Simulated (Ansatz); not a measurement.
# BePd3C (built on the sites of a database entry of CaPd3C): following an unstable mode, part 3 of 3

Aim: this structure of BePd3C (built on the sites of a database entry of CaPd3C) is to be tested for unstable modes, and one is followed downhill.

Ansatz 0.2.0; DFT PBEsol, scalar-relativistic, plane waves, PAW.

So far. Step 5 (Energy along the mode, all amplitudes (two of the runs …): The lowest of the steps tried is at 0.45 Å, 4.23 meV/atom below the parent; the bottom of the well need not coincide with a step. Step 7 (The new phase in its own primitive cell): The largest force component left is 0.13 meV/Å and the pressure is 0.000 GPa, within the tolerances set. The cell now holds 13.19 Å³/atom. The relaxed cell has a = 4.007, c = 4.109 Å (conventional setting).

The structure was built from a prototype and need not be the compound's stable phase.

### Step 8. Modes of the new phase, k-mesh 10×10×10

A relaxed structure may still be a saddle point, so its zone-centre modes are computed. No field response is asked, since the mesh shows no gap.

The input, input.yaml:

```yaml
crystal:
  lattice:
    - [4.006541842, 0.0, 0.0]
    - [0.0, 4.006541842, 0.0]
    - [0.0, 0.0, 4.1085037835]
  atoms:
    - { symbol: Be, position: [0.0, 0.0, 0.1198860217] }
    - { symbol: Pd, position: [0.0, 0.5, 0.477686465] }
    - { symbol: Pd, position: [0.5, 0.0, 0.477686465] }
    - { symbol: Pd, position: [0.5, 0.5, 0.0083832364] }
    - { symbol: C, position: [0.5, 0.5, 0.5320366585] }
kpoints:
  mp_grid: { grid: [10, 10, 10] }
hamiltonian:
  xc: pbesol
scf:
  occupations: { method: methfessel_paxton, width: 0.2 }
output:
  eigenvalues: true
phonons:
  method: dfpt
```

The run is started by

```bash
ansatz run input.yaml --threads 4 --pin off --max-ram 14336MiB --backend cpu --events-out ev --progress --plain --runs-dir out
```

Numbers of over 12 decimals in the logs are rounded to 6 here.

What it wrote:

```text
zone centre: on kpoints.mp_grid the ground state, and the responses unless they are solved on pairs of k-points, stand on 216 of the mesh's 1000 k-points, reduced under 4 symmetry operations, with k and −k counted as one. Each operation leaves every solved displacement unchanged or reverses it
[...]
Crystal: 5 atoms, lattice volume = 65.951 Å³
Basis set: ecut = 420 eV, 1317 PW (Γ), exchange–correlation on 54×54×60 points (8 copies of the dense FFT grid, shifted against one another)
Bands: 36, of which v1, the nominal top of the filled ones, is band 30 counted from 1 (29 counted from 0)
Symmetry: 8 space group operations
k-points: 216 of 1000 (irreducible under 4 space group operations, time reversal used)
[...]
SCF iter   1: F=—  HF=-21055.900460 eV  |F-HF|=—  |Δ(HF+E_count)|=         —  Δρ=7.99e-3  dr2=3.38e-2  ethr=1.77e-3  ⟨swp⟩=5.2  Hψ=30723  notcnv=0
[...]
SCF iter  11: F=-21055.890642 eV  HF=-21055.890642 eV  |F-HF|=3.64e-12  |Δ(HF+E_count)|=  3.64e-12  S|Δr|=    0.00e0  Δρ=6.29e-8  dr2=1.50e-12  ethr=1.00e-12  ⟨swp⟩=8.9  Hψ=34391  notcnv=0
SCF 1 converged in 11 iterations: F = -21055.890642 eV  dr2 = 1.50e-12
[...]
DFPT response loops at Γ: preconditioner auto → Kerker (q_TF=auto, 2.686 Å⁻¹) (partly filled bands, converged f_vac=0.000); β = 1.00, the filter's whole step (`scf.mixing.beta` (0.50) is not read by the response loops under this deck's `scf.mixing.preconditioner`; to damp them name `kerker` or `kerker_dos`, under which they read `scf.mixing.beta`, and type it under 1.00, their step now; both keys bind the ground state too); Broyden in place of MSR1
SCF converged after 11 iterations
[...]
Free energy (F): -21055.890642 eV
[...]
Internal energy: -21055.888648 eV  (E = F + TS)
E sigma→0 (E₀):  -21055.890143 eV
Entropy (-TS):   -0.001994 eV (-0.399 meV/atom)
Fermi energy:    15.502839 eV
[...]
--- Band table (eV; the first three rows and the last of 216) ---
  k-point 0: bands = [... 26 lower, 13.6037, 14.3556, 14.3948, 14.3948, 14.4410, 18.4895, 18.4895, 18.5693, ... 2 higher]
  k-point 1: bands = [... 26 lower, 13.7158, 14.3558, 14.3792, 14.5601, 14.5601, 18.3603, 18.5912, 18.5912, ... 2 higher]
  k-point 2: bands = [... 26 lower, 13.6565, 14.2006, 14.3560, 14.9396, 14.9396, 18.2933, 18.8730, 18.8730, ... 2 higher]
  k-point 215: bands = [... 26 lower, 14.2060, 14.2656, 14.2888, 14.6716, 14.6716, 17.4077, 17.4077, 17.5674, ... 2 higher]
--- Phonons (Γ-DFPT): 9 representative perturbations + reference, on 216 of 1000 k-points (Σ response iterations 32) ---
  k mesh reduced under 4 symmetry operations, with k and −k counted as one. Each operation leaves every solved displacement unchanged or reverses it
  ASR residual: 2.095e-4 → 0.000e0 eV/Å²; symmetrization residual: 4.737e-6 eV/Å²
  ASR residual per site (eV/Å²): 2.09e-4 1.48e-5 1.48e-5 1.05e-5 6.83e-6
[...]
non-analytic LO–TO correction: not included (Born effective charges unavailable; polar crystals: no LO–TO splitting at Γ)
```

Run time: 2.9 min. Hardware: 4 threads of Arm Neoverse V1, shared host; peak memory 1.7 GiB.

Numbers from this step:

```
sum-rule residual before enforcement                    : 2.09e-4 eV/Å²
point group                                             : 4mm
highest optical mode at the zone centre (no LO-TO term) : 516.2 cm⁻¹
lowest optical zone-centre mode                         : 69.99 cm⁻¹
```

Patterns of degenerate modes are one choice out of their space. Modes at Γ, with each element's share of the kinetic energy:

```csv
mode,frequency (cm⁻¹),symmetry,Be %,Pd %,C %
1,0.0,acoustic,3,94,4
2,0.0,acoustic,3,94,4
3,0.0,acoustic,3,94,4
4,70.0,E,13,87,0
5,70.0,E,13,87,0
6,80.4,B1,0,100,0
7,142.0,A1,3,86,12
8,150.5,E,5,84,11
9,150.5,E,5,84,11
10,196.0,E,79,20,1
11,196.0,E,79,20,1
12,217.9,A1,94,5,0
13,486.3,A1,0,15,85
14,516.2,E,0,15,85
15,516.2,E,0,15,85
```

Displacements in mode 5 (70.0 cm⁻¹), the largest set to 1:
```
Be1 -1.00  0.03  0.00
Pd2 -0.04  0.01  0.00
Pd3 -0.46  0.00  0.00
Pd4  0.60 -0.02  0.00
C5  -0.08  0.00  0.00
```

Displacements in mode 15 (516.2 cm⁻¹), the largest set to 1:
```
Be1 -0.07  0.00  0.00
Pd2 -0.14  0.00  0.00
Pd3  0.02  0.00  0.00
Pd4  0.01  0.00  0.00
C5   1.00  0.00  0.00
```

Before it was imposed, the acoustic sum rule was missed by 2.1e-4 eV/Å². Small misses are needed for a sound result but don't prove that mesh and cutoff are converged. The lowest optical mode is real, 70.0 cm⁻¹.

### Step 9. What came out

```
unstable mode of the parent                                                      : q = (0, 0, 0), 108i cm⁻¹
depth at the lowest point sampled                                                : 4.23 meV/atom
largest atomic shift at that point                                               : 0.45 Å
space group reached (within 0.01 Å)                                              : P4mm
energy gained over the parent (first relaxation, on the mesh of the frozen mode) : 6.98 meV/atom
volume per atom, phase reached                                                   : 13.2 Å³
lowest optical zone-centre mode, phase reached                                   : 70.0 cm⁻¹
highest optical mode at the zone centre (no LO-TO term), phase reached           : 516 cm⁻¹
```

In words: Along this mode the structure falls into P4mm, 6.98 meV/atom below the parent. At the parent's cell the well is 4.227 meV/atom deep on the steps tried, with its lowest point at a shift of 0.45 Å. Relaxing atoms and cell changes the gain by +2.76 meV/atom against the lowest step (energies at zero smearing). The new phase has no imaginary mode at the zone centre of its cell; other wavevectors were not checked. Of the 6 patterns followed to their end from this parent, this one ends 7.46 meV/atom above the lowest, P2_1/m. Another end point lies within 1 meV/atom; how such a difference moves with mesh and cutoff was not tested. Each path keeps the symmetry of its pattern, so a lower phase may lie along a pattern not tried. With no gap, or one that is small against the smearing, the frequencies hang on the k mesh and the smearing, most of all near Kohn anomalies. A phonon run warned that its eigensolver left some bands unconverged in a pass. The starting cell was built on a prototype and not taken from a measurement, so the phase need not exist.

[Logs are printed without paths, hosts, clocks, repeated set-up lines and the standing remarks that a program may print on its own settings, such as how far it seeks lower states.]

[Hosts, paths, dates, database ids (printed as entryN), source tags and the programs' standing remarks are cut or masked in the printed files.]
